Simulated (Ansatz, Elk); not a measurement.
# Bonding as seen by X-rays: YCu2Pb2

The structure of YCu2Pb2 used here is made up (a known structure type with other elements) and was relaxed beforehand with PBE. The aim is the Fourier transform of its all-electron density, F(hkl), set beside the sum over free spherical atoms that refinements use.

Calculated with Elk 11.2.3 (patched build); DFT, PBE, all-electron APW+lo, Dirac cores, scalar-relativistic bands, static density, no spin.

This account leaves out most program logs.

The structure was built from a prototype and need not be the compound's stable phase.

## (1) The starting structure

Symmetry: I4/mmm, No. 139, tetragonal system. Conventional cell: a = 4.366 Å, b = 4.366 Å, c = 11.944 Å, α = 90.00°, β = 90.00°, γ = 90.00°. Nearest to Pb lie 4 Cu at 2.66 Å and 1 Pb at 2.95 Å and 4 Y at 3.42 Å. Nearest to Y lie 8 Pb at 3.42 Å and 8 Cu at 3.70 Å. Nearest to Cu lie 4 Pb at 2.66 Å and 4 Cu at 3.09 Å and 4 Y at 3.70 Å. Farther neighbours are not listed.

## (2) Ground state and structure factors

An all-electron density is needed, since X-rays see the cores too. Task 0 finds the density and task 195 Fourier-transforms it; tshift is off so that phases refer to the origin typed.

File elk.in:

```
tasks
  0
  195

xctype
  20

spinpol
  .false.

rgkmax
  7.0

gmaxvr
  14.0

lmaxo
  7

lmaxapw
  8

swidth
  0.002

tshift
  .false.

ramdisk
  .false.

hmaxvr
  5.5

maxscl
  120

epspot
  1e-06

sppath
  './'

avec
  -4.12493433823 4.12493433823 11.28549960931
  4.12493433823 -4.12493433823 11.28549960931
  4.12493433823 4.12493433823 -11.28549960931

atoms
  3
  'Pb.in'
  2
  0.3766299154 0.3766299154 -0.0000000000   0.000000 0.000000 0.000000
  0.6233700846 0.6233700846 -0.0000000000   0.000000 0.000000 0.000000
  'Y.in'
  1
  0.0000000000 0.0000000000 -0.0000000000   0.000000 0.000000 0.000000
  'Cu.in'
  2
  0.2500000000 0.7500000000 0.5000000000   0.000000 0.000000 0.000000
  0.7500000000 0.2500000000 0.5000000000   0.000000 0.000000 0.000000

ngridk
  7 7 7
```

On the command line:

```bash
> OMP_NUM_THREADS=4 elk
```

Elapsed: 53 s, on 4 threads of Arm Neoverse V2, shared host; peak memory 0.26 GiB.

SFACRHO.OUT:

```text

h k l indices transformed by vhmat matrix:
   1.000000000       0.000000000       0.000000000    
   0.000000000       1.000000000       0.000000000    
   0.000000000       0.000000000       1.000000000    

      h      k      l  multipl.   |H|            Re(F)            Im(F)           |F|

      0      0      0      1   0.0000000       261.00000     -0.56675998E-17   261.00000    
      1      1     -1      2  0.55674853      -15.631993      0.16523327E-13   15.631993    
      0      1      0      8  0.81088997      -74.185059      -0.0000000       74.185059    
      0      0      1      4   1.0770797       127.87867      0.59014286E-14   127.87867    
     -2     -2      2      2   1.1134971      -63.116724      0.30596647E-13   63.116724    
     -1     -2      2      8   1.1302568       130.46391      -0.0000000       130.46391    
      0     -2      1      8   1.2124642       82.097795      0.51910393E-15   82.097795    
     -1      1      1      4   1.5232207       207.66421     -0.55332135E-14   207.66421    
     -2     -2      3      8   1.5491857      -148.14082      0.16112472E-13   148.14082    
      2      3     -3      8   1.5866178       127.48630      -0.0000000       127.48630    
      0     -2      2      8   1.6217799      -11.734492      0.10051796E-14   11.734492    
     -3     -3      3      2   1.6702456      -22.161413      0.15670131E-13   22.161413    
      1      0      1     16   1.7256140      -64.309987      -0.0000000       64.309987    
     -1     -3      1      8   1.8868166      -58.120739      0.23889117E-13   58.120739    
      1      2     -3     16   1.8967556       113.07889      -0.0000000       113.07889    
     -4     -2      3      8   1.9874156       58.379751      0.29621612E-14   58.379751    
      3      4     -3      8   2.0921686      -53.416386      -0.0000000       53.416386    
      0      0     -2      4   2.1541594       183.23268      0.93130845E-14   183.23268
```

Elk indexes on the primitive cell of elk.in and gives |H| = 4π sin θ/λ in inverse bohr. Below, one row stands for each form hkl of the conventional cell (m members, Friedel mates merged), F is for one primitive cell and the density is static (no thermal factor). Free-atom factors are Waasmaier and Kirfel's, and R is Σm||F|−|F'||/Σm|F|.

```tsv
hkl	m	sin θ/λ (Å⁻¹)	abs F, DFT	neutral atoms	diff.
002	2	0.084	15.632	15.750	-0.118
101	8	0.122	74.185	74.213	-0.028
110	4	0.162	127.879	127.791	+0.088
004	2	0.167	63.117	62.748	+0.369
103	8	0.170	130.464	130.617	-0.153
112	8	0.182	82.098	82.701	-0.603
200	4	0.229	207.664	208.696	-1.032
114	8	0.233	148.141	149.056	-0.915
105	8	0.239	127.486	127.609	-0.123
202	8	0.244	11.735	12.378	-0.643
006	2	0.251	22.161	22.887	-0.725
211	16	0.260	64.310	64.439	-0.129
204	8	0.284	58.121	57.693	+0.427
213	16	0.285	113.079	113.124	-0.045
116	8	0.299	58.380	58.773	-0.393
107	8	0.315	53.416	53.461	-0.044
220	4	0.324	183.233	183.568	-0.335
215	16	0.331	113.721	113.651	+0.070
222	8	0.335	9.306	9.686	-0.379
008	2	0.335	180.166	180.458	-0.292
206	8	0.340	18.834	19.158	-0.324
301	8	0.346	58.659	58.642	+0.017
```

## (3) The highest occupied states alone

An energy window below the Fermi level keeps the highest occupied states, to see at which angles they scatter; shallow core shells can lie inside it and anion s states outside. No new self-consistency is needed.

elk.in, as its differences from that of step 2:

```diff
@@ -1,3 +1,2 @@
 tasks
-  0
   195
@@ -40,2 +39,5 @@
 
+wsfac
+  -0.187500 0.553500
+
 sppath
```

On the command line:

```bash
> OMP_NUM_THREADS=4 elk
```

Run time: 15 s. Hardware: 4 threads; peak memory 0.19 GiB.

States within 12 eV below the Fermi level hold 33.00 electrons; any levels below the window count with the cores. Their amplitudes can exceed the total, where window and core parts have opposite phase:

```tsv
hkl	sin θ/λ (Å⁻¹)	abs F, window	abs F, all
002	0.084	18.128	15.632
101	0.122	1.669	74.185
110	0.162	14.010	127.879
004	0.167	13.944	63.117
103	0.170	0.937	130.464
112	0.182	14.423	82.098
200	0.229	11.993	207.664
114	0.233	11.814	148.141
105	0.239	0.039	127.486
202	0.244	11.454	11.735
```

## (4) Another functional

The difference from free atoms is small, so it is set against the change that LDA (Perdew-Wang) makes.

elk.in, as its differences from that of step 3:

```diff
@@ -1,2 +1,3 @@
 tasks
+  0
   195
@@ -4,3 +5,3 @@
 xctype
-  20
+  3
 
@@ -39,5 +40,2 @@
 
-wsfac
-  -0.187500 0.553500
-
 sppath
```

On the command line:

```bash
> OMP_NUM_THREADS=4 elk
```

It took 31 s on 4 threads; peak memory 0.2 GiB.

Against the first run R = 0.02 %; the largest change is -0.058 at 220.

## (5) Basis size

A smaller basis shows how fast F responds to it; the change is likely larger than the basis error of the first run, but doesn't show convergence.

elk.in, as its differences from that of step 4:

```diff
@@ -5,3 +5,3 @@
 xctype
-  3
+  20
 
@@ -11,3 +11,3 @@
 rgkmax
-  7.0
+  5.5
```

On the command line:

```bash
> OMP_NUM_THREADS=4 elk
```

The job ended after 46 s (4 threads; peak memory 0.24 GiB; 2.1 min of CPU time).

Against the first run R = 0.02 %; the largest change is +0.151 at 008.

## (6) Settings against the effect

```tsv
run	R against the first run (%)	R against neutral atoms, low angle (%)	wall time
PBE, rgkmax 7	0.00	0.36	53 s
LDA (Perdew-Wang)	0.02	0.37	31 s
rgkmax 5.5	0.02	0.37	46 s
```

## (7) Outcome

| Quantity | Value |
| --- | --- |
| R against neutral atoms, sin θ/λ < 0.3 Å⁻¹ | 0.36 % |
| R against neutral atoms, 0.3 to 0.75 Å⁻¹ | 0.11 % |

**Reading.** Independent neutral atoms miss the calculated amplitudes by R = 0.36 % below 0.3 Å⁻¹ and 0.11 % from there to 0.75 Å⁻¹; by shells, 0.07 % below 0.15 Å⁻¹ (2 forms), 0.38 % 0.15 to 0.3 (13 forms), 0.12 % 0.3 to 0.45 (23 forms), 0.11 % above 0.45 (111 forms). Bonding, aspherical density and the tables' own atoms all enter these figures, and the runs don't part them. The largest change of an amplitude is -1.03 electrons, at 200. The window's part falls from 33.0 electrons at the origin to at most 5.11 between 0.45 and 0.75 Å⁻¹, where compact states inside the window still scatter. Below 0.3 Å⁻¹ the changes that finished (LDA (Perdew-Wang) and rgkmax 5.5) move F by R = 0.03 % at most, against the 0.36 % that separates it from free atoms. The k-mesh has no finished test. These runs have no spin, though d or f shells may be open. Spin-orbit coupling is left out, which can matter for elements this heavy. Part of the difference isn't bonding: the tables are fits to free atoms and ions calculated by other methods than this functional. Thermal motion, anomalous dispersion and extinction are left out.

[Logs are printed without paths, hosts, clocks, repeated set-up lines and the standing remarks that a program may print on its own settings, such as how far it seeks lower states.]

[Hosts, paths, dates, database ids (printed as entryN), source tags and the programs' standing remarks are cut or masked in the printed files.]
